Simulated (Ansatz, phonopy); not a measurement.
# KF (Carobbiite, Fm-3m): a volume series of phonon spectra, part 2 of 2

Which modes of KF (Carobbiite) drive its thermal expansion?

What experiment has found for this phase:
- volume expansion coefficient 104.4 1e-6/K and heat capacity C_P per formula unit 49 J/mol/K near room temperature (given in “High-Throughput Prediction of Finite-Temperature Properties using the Quasi-Harmonic Approximation”, 2016, arXiv:1603.06924)
- volume expansion coefficient 95.1 1e-6/K near room temperature (given in “Descriptors for thermal expansion in solids”, 2017, arXiv:1701.03966)

Ansatz 0.2.0; DFT PBE, scalar-relativistic, plane waves, PAW.

So far. Step 11 (Lattice dynamics at this volume, V/V0 1.03): No mode is imaginary beyond numerical noise at the solved wavevectors. The highest zone-centre mode (no LO–TO term) moved by -7.9 % for a volume change of +3.0 %. Step 12 (Single point at a scaled cell, V/V0 0.97): The run ends at a pressure of 0.95 GPa.

## (13) Lattice dynamics at this volume, V/V0 0.97

input.yaml reads:

```yaml
crystal:
  lattice:
    - [0.0, 2.682998404, 2.682998404]
    - [2.682998404, 0.0, 2.682998404]
    - [2.682998404, 2.682998404, 0.0]
  atoms:
    - { symbol: K, position: [0.0, 0.0, 0.0] }
    - { symbol: F, position: [0.5, 0.5, 0.5] }
kpoints:
  mp_grid: { grid: [8, 8, 8] }
hamiltonian:
  xc: pbe
scf:
  occupations: { method: fixed }
output:
  eigenvalues: true
phonons:
  method: dfpt
  dielectric: true
  rigid_motions: translations
  qmesh: [4, 4, 4]
  temperatures: { t_max: 1000, t_step: 50 }
  qpath:
    path:
      - [[0.0, 0.0, 0.0], [0.5, 0.0, 0.5], [0.625, 0.25, 0.625]]
      - [[0.375, 0.375, 0.75], [0.0, 0.0, 0.0], [0.5, 0.5, 0.5], [0.5, 0.25, 0.75], [0.5, 0.0, 0.5]]
    npoints: 10
```

On the command line:

```
ansatz run input.yaml --threads 2 --pin off --max-ram 5120MiB --backend cpu --events-out ev --progress --plain --runs-dir out
```

It took 86 s on 2 threads of Arm Neoverse V2, shared host; peak memory 0.79 GiB; 2.8 min of CPU time.

No mode is imaginary beyond numerical noise at the solved wavevectors. The highest zone-centre mode (no LO–TO term) moved by +8.3 % for a volume change of -3.0 %.

## (14) Single point at a scaled cell, V/V0 1.05

The cell differs from the one that the last finished run ended in (a 3.794 → 3.896 Å, b 3.794 → 3.896 Å, c 3.794 → 3.896 Å).

input.yaml, the sections that differ from step 13:

```yaml
crystal:
  lattice:
    - [0.0, 2.7548181517, 2.7548181517]
    - [2.7548181517, 0.0, 2.7548181517]
    - [2.7548181517, 2.7548181517, 0.0]
  atoms:
    - { symbol: K, position: [0.0, 0.0, 0.0] }
    - { symbol: F, position: [0.5, 0.5, 0.5] }
output:
  forces: true
  stress: true
  eigenvalues: true
  write_density: true
  write_potential: true
  elf: true
  volumetric_format: npy
# kpoints, hamiltonian, scf: as in step 13
# phonons: removed
```

The job ended after 0.67 s (2 threads; peak memory 0.27 GiB; 1.2 s of CPU time).

The run ends at a pressure of -1.26 GPa.

## (15) Lattice dynamics at this volume, V/V0 1.05

Phonons at this volume give one point of F(V, T); meshes stay fixed along the series.

input.yaml, the sections that differ from step 14:

```yaml
output:
  eigenvalues: true
phonons:
  method: dfpt
  dielectric: true
  rigid_motions: translations
  qmesh: [4, 4, 4]
  temperatures: { t_max: 1000, t_step: 50 }
  qpath:
    path:
      - [[0.0, 0.0, 0.0], [0.5, 0.0, 0.5], [0.625, 0.25, 0.625]]
      - [[0.375, 0.375, 0.75], [0.0, 0.0, 0.0], [0.5, 0.5, 0.5], [0.5, 0.25, 0.75], [0.5, 0.0, 0.5]]
    npoints: 10
# crystal, kpoints, hamiltonian, scf: as in step 14
```

Wall time 1.7 min (2 threads); peak memory 0.83 GiB.

No mode is imaginary beyond numerical noise at the solved wavevectors. The highest zone-centre mode (no LO–TO term) moved by -13.0 % for a volume change of +5.0 %.

## (16) Mode Grüneisen parameters

This step: DFT PBE, scalar-relativistic, plane waves, PAW (phonopy 4.10.0).

This step gave:

- share of modes with a negative Grüneisen parameter: 0.037

Mean Grüneisen, by row:

```csv
T (K),heat-capacity-weighted mean,root mean square
50,1.439,1.703
100,1.59,1.807
200,1.62,1.822
300,1.623,1.823
500,1.625,1.823
800,1.626,1.823
```

The mean mode Grueneisen parameter by wavenumber:

```
wavenumber (cm⁻¹)  mean mode Grueneisen parameter
                5                               -
               15                               -
               25                           0.605
               35                            1.21
               45                           0.413
               55                           0.835
               65                            1.25
               75                           0.752
               85                           0.948
               95                           0.978
              105                            1.52
              115                            1.27
              125                            1.12
              135                            1.14
              145                            1.34
              155                            1.73
              165                            2.39
              175                            2.46
              185                            2.06
              195                            1.53
              205                            1.31
              215                            1.18
              225                            1.11
              235                            1.08
              245                            1.07
              255                            1.05
              265                            1.06
              275                            1.06
              285                            1.08
              295                            1.09
```

Volume series, by row:

```csv
V/V0,V (Å³/atom),pressure (GPa),E - E0 (meV/atom),gap (eV),zero-point energy (meV/atom),lowest on the path (cm⁻¹),highest at Gamma without the LO-TO term (cm⁻¹)
0.97,19.31,0.95,1.71,6.117,29.63,0,178.2
0.985,19.61,0.454,0.465,6.038,28.9,0,171.3
1,19.91,0.002,0,5.961,28.18,0,164.6
1.015,20.21,-0.415,0.388,5.887,27.48,0,158
1.03,20.51,-0.796,1.501,5.816,26.8,0,151.5
1.05,20.91,-1.256,4.1,5.725,25.91,0,143.1
```

The optical frequency at Gamma without the LO-TO term, mode 4 by V/V0:

```
  V/V0  optical frequency at Gamma without the LO-TO term, mode 4 (cm⁻¹)
0.9700                                                               178
0.9850                                                               171
1.0000                                                               165
1.0150                                                               158
1.0300                                                               152
1.0500                                                               143
```

Grüneisen at points, by row:

| point | branch | frequency (cm⁻¹) | mode Grüneisen parameter |
| --- | --- | --- | --- |
| Γ | 4 | 164.5 | 2.7 |
| Γ | 6 | 300.7 | 1.11 |
| X | 1 | 90.8 | -0.47 |
| X | 3 | 162.6 | 1.27 |
| X | 4 | 172.2 | 2.73 |
| X | 6 | 192.6 | 1.41 |
| U | 1 | 100.8 | 0.81 |
| U | 2 | 138.2 | 0.94 |
| U | 3 | 149.1 | 0.61 |
| U | 4 | 164.8 | 2.61 |
| U | 5 | 185.1 | 2.05 |
| U | 6 | 192.5 | 1.89 |
| K | 1 | 100.8 | 0.81 |
| K | 2 | 138.2 | 0.94 |
| K | 3 | 149.1 | 0.61 |
| K | 4 | 164.8 | 2.61 |
| K | 5 | 185.1 | 2.05 |
| K | 6 | 192.5 | 1.89 |
| L | 1 | 103.3 | 2.38 |
| L | 3 | 154.4 | 2.32 |
| L | 5 | 186.8 | 1.14 |
| L | 6 | 245.9 | 1.13 |
| W | 1 | 126.9 | 1.8 |
| W | 2 | 135.1 | 0.2 |
| W | 4 | 180 | 1.79 |
| W | 5 | 180.6 | 2.4 |

## (17) Quasi-harmonic fit by phonopy

The energy (each curve on its own zero) by volume; values in meV/atom:

```
volume (Å³/atom)  static  F at 0 K  F at 300 K  F at 900 K
          19.314    1.71      3.52        6.77        16.2
          19.612    0.47      1.55        3.58        9.44
          19.911       0      0.36        1.14         3.3
          20.209    0.39      0.05       -0.46       -2.04
          20.508     1.5      0.48       -1.36       -6.74
          20.906     4.1      2.19        -1.5       -12.1
```

Phonopy-qha, vinet fit of F(V) at each temperature; no electronic free energy. Qha vinet, by row:

```csv
T (K),fitted volume (Å³/atom),alpha_V (1e-6/K),B_T (GPa),C_P (J/mol-atom/K),Grueneisen
75,20.22,64.03,27.64,13.52,1.584
100,20.26,85.08,27.33,17.49,1.64
125,20.31,98.99,27.02,19.99,1.671
150,20.36,108.5,26.69,21.64,1.69
175,20.42,115.6,26.37,22.78,1.705
200,20.48,121.1,26.04,23.62,1.718
225,20.55,125.8,25.7,24.28,1.731
250,20.61,129.9,25.37,24.82,1.743
275,20.68,133.7,25.02,25.28,1.756
```

Table of volume expansion coefficient, phonopy-qha, Vinet by temperature:

```csv
temperature (K),"volume expansion coefficient, phonopy-qha, Vinet (1e-6/K)"
75.0,64.0
100.0,85.1
125.0,99.0
150.0,109
175.0,116
200.0,121
225.0,126
250.0,130
275.0,134
```

## (18) What came out

| Property | Result |
| --- | --- |
| mean mode Grüneisen parameter at 300 K | 1.62 |

What this shows: The table stops at 275 K because beyond it the fitted volume comes within 1 % of the largest computed cell, where the fit loses its support. The heat-capacity-weighted Grüneisen parameter goes from 1.44 at 50 K to 1.63 at 800 K; 4 % of the modes stiffen on expansion. Weighting γ by the density of states and each mode's heat capacity at 300 K, modes below 100 cm⁻¹ give about 10 % of the sum of γC that drives the expansion, those up to 200 cm⁻¹ 81 % and the rest 9 %. Among the labelled points γ is largest for branch 4 at X (172 cm⁻¹, 2.7) and most negative for branch 1 at X (90.8 cm⁻¹, -0.47).

[Logs are printed without paths, hosts, clocks, repeated set-up lines and the standing remarks that a program may print on its own settings, such as how far it seeks lower states.]

[Hosts, paths, dates, database ids (printed as entryN), source tags and the programs' standing remarks are cut or masked in the printed files.]

[A step with changed settings may run another functional than the one named; its input shows which.]

[Of the runs on displaced cells, only some may be shown.]
